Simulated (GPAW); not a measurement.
## A Sn chain with a Mg atom bridging one bond: transmission at several levels

Wanted: the zero-bias transmission of a Sn chain with a Mg atom bridging one bond on a ladder of levels, with run times.

Method: GPAW LCAO, PAW setups; Landauer transmission from Green's functions with principal layers (ASE), zero bias, in GPAW 26.7.0.

Most raw output is cut from this account.

## 1. Set-up

The cell holds 11 atoms: 10 Sn and 1 Mg. Cell: a = 9.000 Å, b = 9.000 Å, c = 27.700 Å, α = 90.0°, β = 90.0°, γ = 90.0°. Regions: left lead, 5 atoms (5 Sn); channel, 1 atom (1 Mg); right lead, 5 atoms (5 Sn). Vacuum lies along a and b. The structure is stacked along c, and the current runs across the ab planes.

Coordinates:

```cif
data_structure
_symmetry_space_group_name_H-M 'P 1'
_symmetry_Int_Tables_number 1
_cell_length_a 9.0000
_cell_length_b 9.0000
_cell_length_c 27.7000
_cell_angle_alpha 90.000
_cell_angle_beta 90.000
_cell_angle_gamma 90.000
_cell_volume 2243.70
loop_
_atom_site_label
_atom_site_type_symbol
_atom_site_fract_x
_atom_site_fract_y
_atom_site_fract_z
_atom_site_occupancy
Sn1 Sn 0.50000 0.50000 0.04964 1
Sn2 Sn 0.50000 0.50000 0.14892 1
Sn3 Sn 0.50000 0.50000 0.24819 1
Sn4 Sn 0.50000 0.50000 0.34747 1
Sn5 Sn 0.50000 0.50000 0.44675 1
Mg6 Mg 0.76660 0.50000 0.50000 1
Sn7 Sn 0.50000 0.50000 0.55325 1
Sn8 Sn 0.50000 0.50000 0.65253 1
Sn9 Sn 0.50000 0.50000 0.75181 1
Sn10 Sn 0.50000 0.50000 0.85108 1
Sn11 Sn 0.50000 0.50000 0.95036 1
```

## 2. Double-zeta polarised basis

Localised orbitals split the wire into layers that couple to their neighbours alone, which is what the Green's function method needs; double zeta with polarisation is the usual level for numbers.

Contents of run.py:

```python
import json
import numpy as np
from ase import Atoms
from ase.transport.calculators import TransportCalculator
from gpaw import GPAW, FermiDirac
from gpaw.lcao.tools import get_lcao_hamiltonian
from scipy.linalg import eigh

# The junction with lead layers at both ends, along the third cell vector
device = Atoms(
    ['Sn', 'Sn', 'Sn', 'Sn', 'Sn', 'Mg', 'Sn', 'Sn', 'Sn', 'Sn', 'Sn'],
    positions=[
        [4.50000, 4.50000, 1.37500],
        [4.50000, 4.50000, 4.12500],
        [4.50000, 4.50000, 6.87500],
        [4.50000, 4.50000, 9.62500],
        [4.50000, 4.50000, 12.37500],
        [6.89938, 4.50000, 13.85000],
        [4.50000, 4.50000, 15.32500],
        [4.50000, 4.50000, 18.07500],
        [4.50000, 4.50000, 20.82500],
        [4.50000, 4.50000, 23.57500],
        [4.50000, 4.50000, 26.32500]],
    cell=[[9.0, 0.0, 0.0], [0.0, 9.0, 0.0], [0.0, 0.0, 27.7]],
    pbc=True)

# One principal layer of the lead: the first 3 atoms of the device
lead = Atoms(
    ['Sn', 'Sn', 'Sn'],
    positions=[
        [4.50000, 4.50000, 1.37500],
        [4.50000, 4.50000, 4.12500],
        [4.50000, 4.50000, 6.87500]],
    cell=[[9.0, 0.0, 0.0], [0.0, 9.0, 0.0], [0.0, 0.0, 8.25]],
    pbc=True)

settings = dict(mode='lcao', basis='dzp', xc='PBE', h=0.2,
                occupations=FermiDirac(0.1), maxiter=250,
                mixer=dict(beta=0.1, nmaxold=8, weight=100.0),
                convergence=dict(density=0.0001))
energies = np.arange(-2, 2 + 1e-9, 0.05)
eta = 0.0001
n1, n2 = 1, 1
# k and -k transmit alike, so half of the mesh across the current serves
mesh = [(i, j) for i in range(n1) for j in range(n2) if (i, j) <= (-i % n1, -j % n2)]
weights = np.array([1 if (i, j) == (-i % n1, -j % n2) else 2 for i, j in mesh]) / (n1 * n2)

# [... helper functions left out ...]
fermi_lead = ground_state(lead, (1, 1, 14), 'lead.txt')
fermi_device = ground_state(device, (1, 1, 3), 'device.txt')
# [... loop over the mesh left out, but for ...]
        # Shift the lead onto the potential of the device's first layer
        shift = ((H[:, 0, 0] - H0[:, 0, 0]) / S0[0, 0]).real.mean()
# [...]
kT = 8.617333e-5 * 200
bias = [0.1, 0.2, 0.5, 1.0, 1.5, 2.0]
# [... integrals and printing left out ...]
```

The run is started by

```bash
> OMP_NUM_THREADS=1 OPENBLAS_NUM_THREADS=1 python run.py
```

The job ended after 77 s (1 thread of Arm Neoverse N1, shared host; peak memory 0.99 GiB).

Numbers from this step:

```yaml
conductance: 2.834 G₀
largest_coupling_past_the_next_principal_layer: 3.84e-7 eV
largest_misfit_of_the_first_principal_layer: 0.009792 eV
shift_that_aligns_the_lead: -0.005202 eV
basis_functions_of_the_junction: 249
basis_functions_of_a_principal_layer: 69
transmission_at_the_fermi_level_one_spin: 2.836
```

One spin. Table of transmission, zone mean by energy, zero at the Fermi level:

energy (eV), transmission, zone mean and a bar:
```
   -2.000       0.00 
   -1.800       0.78 ########
   -1.600       0.90 ##########
   -1.400       0.93 ##########
   -1.200       0.94 ##########
   -1.000       0.94 ##########
   -0.800       1.35 ##############
   -0.600       2.63 ############################
   -0.400       2.79 #############################
   -0.200       2.84 ##############################
   -0.150       2.85 ##############################
    0.000       2.84 ##############################
    0.200       2.73 #############################
    0.400       2.33 ########################
    0.600       1.96 #####################
    0.800       2.16 #######################
    1.000       2.29 ########################
    1.200       2.34 #########################
    1.350       2.35 #########################
    1.400       2.35 #########################
    1.600       2.33 #########################
    1.800       2.30 ########################
    2.000       2.25 ########################
```

Not self-consistent under bias; the bias window is split evenly. The current through one cell, from the zero-bias transmission by bias:

```
bias (V)  current through one cell, from the zero-bias transmission (μA)
   0.100                                                            22.0
   0.200                                                            43.9
   0.500                                                             109
   1.000                                                             209
   1.500                                                             297
   2.000                                                             362
```

The transmission of the three most open eigenchannels by energy, zero at the Fermi level:

```csv
energy (eV),channel 1,channel 2,channel 3
-2.00,1.5e-4,0,0
-1.90,0.526,0,0
-1.80,0.784,0,0
-1.70,0.868,0,0
-1.55,0.915,0,0
-1.45,0.928,0,0
-1.35,0.936,0,0
-1.25,0.940,0,0
-1.15,0.942,0,0
-1.05,0.942,0,0
-0.90,0.934,7.2e-7,1.4e-10
-0.80,0.903,0.251,0.192
-0.70,0.934,0.738,0.707
-0.60,0.941,0.872,0.815
-0.50,0.943,0.925,0.867
-0.40,0.953,0.945,0.897
-0.25,0.974,0.946,0.917
-0.15,0.982,0.946,0.919
-0.05,0.987,0.947,0.909
0.00,0.989,0.948,0.899
0.05,0.990,0.949,0.884
0.15,0.992,0.951,0.830
0.25,0.993,0.953,0.722
0.40,0.994,0.958,0.372
0.50,0.995,0.962,0.0892
0.60,0.996,0.966,0.00182
0.70,0.997,0.969,0.0840
0.80,0.997,0.972,0.190
0.90,0.998,0.974,0.268
1.05,0.999,0.977,0.335
1.15,0.999,0.978,0.357
1.25,0.999,0.979,0.367
1.35,0.999,0.980,0.369
1.45,0.999,0.900,0.360
1.55,0.998,0.980,0.356
1.70,0.997,0.981,0.336
1.80,0.996,0.981,0.318
1.90,0.995,0.982,0.298
2.00,0.995,0.982,0.276
```

Couplings past the next layer reach 3.8e-7 eV, small enough to drop; the matrix elements of the cell's first layer differ from the bulk lead's by up to 0.0098 eV. That layer keeps its own values in the calculation, and only beyond it is the lead taken as perfect. The Fermi levels of lead and junction count from different zeros of potential, one for each periodic cell; with both set to zero, the small remaining shift is what aligns them. By hand: G = 2.834 × 77.48 μS = 220 μS, a resistance of 4.55 kΩ; at 0.1 V a linear junction would pass 22.0 μA, and the integral over the bias window gives 22.0 μA.

## 3. Single-zeta polarised basis

One radial function a shell plus polarisation makes the matrices smaller; the question is what that costs.

run.py, as its differences from that of step 2:

```diff
@@ -36,3 +36,3 @@
 
-settings = dict(mode='lcao', basis='dzp', xc='PBE', h=0.2,
+settings = dict(mode='lcao', basis='szp(dzp)', xc='PBE', h=0.2,
                 occupations=FermiDirac(0.1), maxiter=250,
```

Wall time 57 s (1 thread); peak memory 0.96 GiB.

Numbers from this step:

```yaml
conductance: 2.842 G₀
largest_coupling_past_the_next_principal_layer: 3.63e-7 eV
largest_misfit_of_the_first_principal_layer: 0.01941 eV
shift_that_aligns_the_lead: -0.008231 eV
basis_functions_of_the_junction: 151
basis_functions_of_a_principal_layer: 42
transmission_at_the_fermi_level_one_spin: 2.843
```

One spin. Table of transmission, zone mean by energy, zero at the Fermi level:

energy (eV), transmission, zone mean and a bar:
```
   -2.000       0.00 
   -1.800       0.78 ########
   -1.600       0.91 ##########
   -1.400       0.94 ##########
   -1.200       0.95 ##########
   -1.000       0.95 ##########
   -0.800       0.88 #########
   -0.600       2.63 ############################
   -0.400       2.80 #############################
   -0.200       2.85 ##############################
   -0.100       2.85 ##############################
    0.000       2.84 ##############################
    0.200       2.76 #############################
    0.400       2.46 ##########################
    0.600       1.99 #####################
    0.800       2.06 ######################
    1.000       2.20 #######################
    1.200       2.26 ########################
    1.400       2.28 ########################
    1.600       2.27 ########################
    1.800       2.25 ########################
    2.000       2.21 #######################
```

Not self-consistent under bias; the bias window is split evenly. Current through one cell, from the zero-bias transmission against bias:

```
bias (V)  current through one cell, from the zero-bias transmission (μA)
   0.100                                                            22.0
   0.200                                                            44.0
   0.500                                                             109
   1.000                                                             212
   1.500                                                             299
   2.000                                                             360
```

Table of transmission of the three most open eigenchannels by energy, zero at the Fermi level:

| energy (eV) | channel 1 | channel 2 | channel 3 |
| --- | --- | --- | --- |
| -2.00 | 1.8e-5 | 0 | 0 |
| -1.90 | 0.498 | 0 | 0 |
| -1.80 | 0.780 | 0 | 0 |
| -1.70 | 0.873 | 0 | 0 |
| -1.55 | 0.922 | 0 | 0 |
| -1.45 | 0.935 | 0 | 0 |
| -1.35 | 0.943 | 0 | 0 |
| -1.25 | 0.947 | 0 | 0 |
| -1.15 | 0.948 | 0 | 0 |
| -1.05 | 0.947 | 0 | 0 |
| -0.90 | 0.938 | 3.7e-9 | 5.5e-11 |
| -0.80 | 0.883 | 2.4e-6 | 2.3e-6 |
| -0.70 | 0.929 | 0.723 | 0.708 |
| -0.60 | 0.939 | 0.867 | 0.829 |
| -0.50 | 0.942 | 0.924 | 0.876 |
| -0.40 | 0.952 | 0.943 | 0.904 |
| -0.25 | 0.974 | 0.943 | 0.923 |
| -0.15 | 0.982 | 0.944 | 0.925 |
| -0.05 | 0.987 | 0.945 | 0.917 |
| 0.00 | 0.989 | 0.945 | 0.909 |
| 0.05 | 0.990 | 0.946 | 0.897 |
| 0.15 | 0.992 | 0.949 | 0.854 |
| 0.25 | 0.993 | 0.952 | 0.772 |
| 0.40 | 0.994 | 0.958 | 0.505 |
| 0.50 | 0.995 | 0.963 | 0.228 |
| 0.60 | 0.995 | 0.967 | 0.0288 |
| 0.70 | 0.996 | 0.972 | 0.0111 |
| 0.80 | 0.997 | 0.975 | 0.0845 |
| 0.90 | 0.997 | 0.978 | 0.162 |
| 1.05 | 0.998 | 0.981 | 0.240 |
| 1.15 | 0.999 | 0.982 | 0.269 |
| 1.25 | 0.999 | 0.983 | 0.286 |
| 1.35 | 0.999 | 0.984 | 0.293 |
| 1.45 | 0.999 | 0.985 | 0.294 |
| 1.55 | 0.998 | 0.985 | 0.291 |
| 1.70 | 0.997 | 0.986 | 0.278 |
| 1.80 | 0.996 | 0.986 | 0.265 |
| 1.90 | 0.995 | 0.986 | 0.251 |
| 2.00 | 0.994 | 0.987 | 0.234 |

The conductance, 2.84 G₀, lies 0.3 % above that of the dzp run.

## 4. Minimal basis

One function for each valence shell of the setup, as for a first survey of a large system.

run.py, as its differences from that of step 3:

```diff
@@ -36,3 +36,3 @@
 
-settings = dict(mode='lcao', basis='szp(dzp)', xc='PBE', h=0.2,
+settings = dict(mode='lcao', basis='sz(dzp)', xc='PBE', h=0.2,
                 occupations=FermiDirac(0.1), maxiter=250,
```

Elapsed: 41 s, on 1 thread; peak memory 0.9 GiB.

Numbers from this step:

```
conductance                                    : 2.801 G₀
largest coupling past the next principal layer : 4.07e-7 eV
largest misfit of the first principal layer    : 0.02504 eV
shift that aligns the lead                     : 0.005948 eV
basis functions of the junction                : 98
basis functions of a principal layer           : 27
transmission at the Fermi level (one spin)     : 2.803
```

One spin. The transmission, zone mean by energy, zero at the Fermi level:

```csv
energy (eV),"transmission, zone mean"
-2.000,0.387
-1.800,0.848
-1.600,0.916
-1.400,0.934
-1.200,0.938
-1.000,0.929
-0.800,2.03
-0.600,2.61
-0.400,2.76
-0.200,2.81
-0.150,2.82
0.000,2.80
0.200,2.71
0.400,2.42
0.600,2.00
0.800,2.02
1.000,2.14
1.200,2.21
1.400,2.23
1.600,2.22
1.800,2.20
2.000,2.17
```

The conductance, 2.80 G₀, lies 1.2 % below that of the dzp run.

## 5. revPBE in the dzp basis: xc = "revPBE"

Back in the dzp basis, the functional changes from PBE to revPBE, to set the spread between functionals beside that between bases.

run.py, as its differences from that of step 4:

```diff
@@ -36,3 +36,3 @@
 
-settings = dict(mode='lcao', basis='sz(dzp)', xc='PBE', h=0.2,
+settings = dict(mode='lcao', basis='dzp', xc='revPBE', h=0.2,
                 occupations=FermiDirac(0.1), maxiter=250,
```

It took 77 s on 1 thread; peak memory 0.99 GiB.

This step gave:

| Item | Value |
| --- | --- |
| conductance | 2.831 G₀ |
| largest coupling past the next principal layer | 3.82e-7 eV |
| largest misfit of the first principal layer | 0.01093 eV |
| shift that aligns the lead | -0.002910 eV |
| basis functions of the junction | 249 |
| basis functions of a principal layer | 69 |
| transmission at the Fermi level (one spin) | 2.832 |

One spin. Table of transmission, zone mean by energy, zero at the Fermi level:

```csv
energy (eV),"transmission, zone mean"
-2.000,0.00560
-1.800,0.776
-1.600,0.902
-1.400,0.931
-1.200,0.940
-1.000,0.939
-0.800,1.36
-0.600,2.62
-0.400,2.79
-0.200,2.84
-0.150,2.84
0.000,2.83
0.200,2.73
0.400,2.31
0.600,1.96
0.800,2.16
1.000,2.29
1.200,2.34
1.350,2.35
1.400,2.34
1.600,2.32
1.800,2.29
2.000,2.25
```

The conductance equals that of the dzp run to 0.2 %.

## 6. The ladder

Times are for 1 thread of Arm Neoverse N1, shared host. The series side by side:

| no. | run | conductance (G₀) | time | memory (GiB) |
| --- | --- | --- | --- | --- |
| 1 | dzp | 2.834 | 77 s | 0.99 |
| 2 | szp | 2.842 | 57 s | 0.96 |
| 3 | sz | 2.801 | 41 s | 0.9 |
| 4 | dzp revPBE | 2.831 | 77 s | 0.99 |

## 7. The levels side by side

The curves are compared point by point over the common energies.

This step: comparison of transmission and cost over codes and levels (GPAW 26.7.0).

Ladder, by row:

```csv
step,code,T at the Fermi level (sum over the listed spins),conductance (G0),r.m.s. T(E) from the first,wall time (s),peak memory (GiB),threads
dzp,GPAW,2.836,2.834,0,77.42,0.99,1
szp,GPAW,2.843,2.842,0.07551,57.21,0.96,1
sz,GPAW,2.803,2.801,0.1289,41.41,0.9,1
dzp-revPBE,GPAW,2.832,2.831,0.01224,76.57,0.99,1
```

The transmission, zone mean, sum over the listed spins by energy, zero at the Fermi level:

```csv
energy (eV),dzp,szp,sz,dzp-revPBE
-2.00,1.5e-4,1.8e-5,0.387,0.00560
-1.85,0.693,0.679,0.806,0.679
-1.70,0.868,0.873,0.894,0.865
-1.50,0.922,0.930,0.928,0.921
-1.35,0.936,0.943,0.936,0.935
-1.20,0.942,0.948,0.938,0.940
-1.05,0.942,0.947,0.933,0.941
-0.90,0.934,0.938,0.907,0.932
-0.70,2.38,2.36,2.45,2.38
-0.55,2.69,2.70,2.67,2.69
-0.40,2.79,2.80,2.76,2.79
-0.25,2.84,2.84,2.81,2.84
-0.15,2.85,2.85,2.82,2.84
-0.10,2.85,2.85,2.81,2.84
0.00,2.84,2.84,2.80,2.83
0.10,2.80,2.82,2.77,2.80
0.25,2.67,2.72,2.67,2.66
0.40,2.33,2.46,2.42,2.31
0.55,1.97,2.07,2.07,1.97
0.70,2.05,1.98,1.97,2.06
0.90,2.24,2.14,2.09,2.24
1.05,2.31,2.22,2.16,2.31
1.20,2.34,2.26,2.21,2.34
1.35,2.35,2.28,2.22,2.35
1.50,2.34,2.28,2.23,2.33
1.70,2.31,2.26,2.22,2.31
1.85,2.29,2.24,2.20,2.28
2.00,2.25,2.21,2.17,2.25
```

## 8. SCF mesh 1×1×1

The SCF mesh sets the Fermi level of the repeated cell.

This step: GPAW LCAO, PAW setups; Landauer transmission from Green's functions with principal layers (ASE), zero bias (GPAW 26.7.0).

run.py, as its differences from that of step 5:

```diff
@@ -36,3 +36,3 @@
 
-settings = dict(mode='lcao', basis='dzp', xc='revPBE', h=0.2,
+settings = dict(mode='lcao', basis='dzp', xc='PBE', h=0.2,
                 occupations=FermiDirac(0.1), maxiter=250,
@@ -49,3 +49,3 @@
 fermi_lead = ground_state(lead, (1, 1, 14), 'lead.txt')
-fermi_device = ground_state(device, (1, 1, 3), 'device.txt')
+fermi_device = ground_state(device, (1, 1, 1), 'device.txt')
 # [... loop over the mesh left out, but for ...]
```

Run time: 66 s. Hardware: 1 thread; peak memory 0.98 GiB.

The run finished with changed settings (scf_mesh = [1, 1, 1]); it serves as a test.

The two runs compared:

```csv
quantity,this run,sound run,difference
conductance (G₀),2.8420,2.8344,0.00758
largest misfit of the first principal layer (eV),0.10155,0.0097925,0.0918
shift that aligns the lead (eV),0.16475,-0.0052023,0.170
transmission at the Fermi level (one spin),2.8430,2.8359,0.00717
```

The two runs differ clearly in the largest misfit of the first principal layer: 0.102 eV against 0.00979 eV.

## 9. Another change of settings

A last run, with other settings again.

run.py, as its differences from that of step 8:

```diff
@@ -36,4 +36,4 @@
 
-settings = dict(mode='lcao', basis='dzp', xc='PBE', h=0.2,
-                occupations=FermiDirac(0.1), maxiter=250,
+settings = dict(mode='lcao', basis='sz', xc='PBE', h=0.2,
+                occupations=FermiDirac(0.1), maxiter=75,
                 mixer=dict(beta=0.1, nmaxold=8, weight=100.0),
@@ -49,3 +49,3 @@
 fermi_lead = ground_state(lead, (1, 1, 14), 'lead.txt')
-fermi_device = ground_state(device, (1, 1, 1), 'device.txt')
+fermi_device = ground_state(device, (1, 1, 3), 'device.txt')
 # [... loop over the mesh left out, but for ...]
```

Elapsed: 1.3 s, on 1 thread; peak memory 0.1 GiB.

The input was rejected at the start.

The program's message: “FileNotFoundError: Could not find required basis set file "Sn.sz.basis".”

The change that led to it: basis = "sz".

## 10. Outcome

* conductance: 2.83 G₀
* transmission at the Fermi level, mean of the spins: 2.84
* thermopower: about 0 (under 1.5 μV/K)

What this shows: In the dzp basis the junction conducts 2.83 G₀ at 200 K, with T = 2.84 a spin at the Fermi level; the sz basis reaches that conductance within 10 %. At the Fermi level the three most open eigenchannels pass 0.99, 0.95 and 0.90. Measured against the first run (dzp), the nearest curve is that of dzp-revPBE (r.m.s. 0.012) and the farthest that of sz (0.13). Over the compared runs wall time goes from 41 s (sz) to 77 s (dzp), on a shared host. The geometry was built from estimated bond lengths and not relaxed, so the numbers describe this model structure. Spin-orbit coupling is left out, which matters for the heavy atoms here. An evenly spaced straight chain is an idealisation: free chains tend to dimerise, zigzag or, where a band edge lies near the Fermi level, turn magnetic. The currents use the zero-bias T(E) throughout, which holds only while the bias is small against the distance to the nearest feature. The energy step is wider than the thermal energy, so the conductance and thermopower rest on interpolation of T(E).

[Logs are printed without paths, hosts, clocks, repeated set-up lines and the standing remarks that a program may print on its own settings, such as how far it seeks lower states.]

[Hosts, paths, dates, database ids (printed as entryN), source tags and the programs' standing remarks are cut or masked in the printed files.]
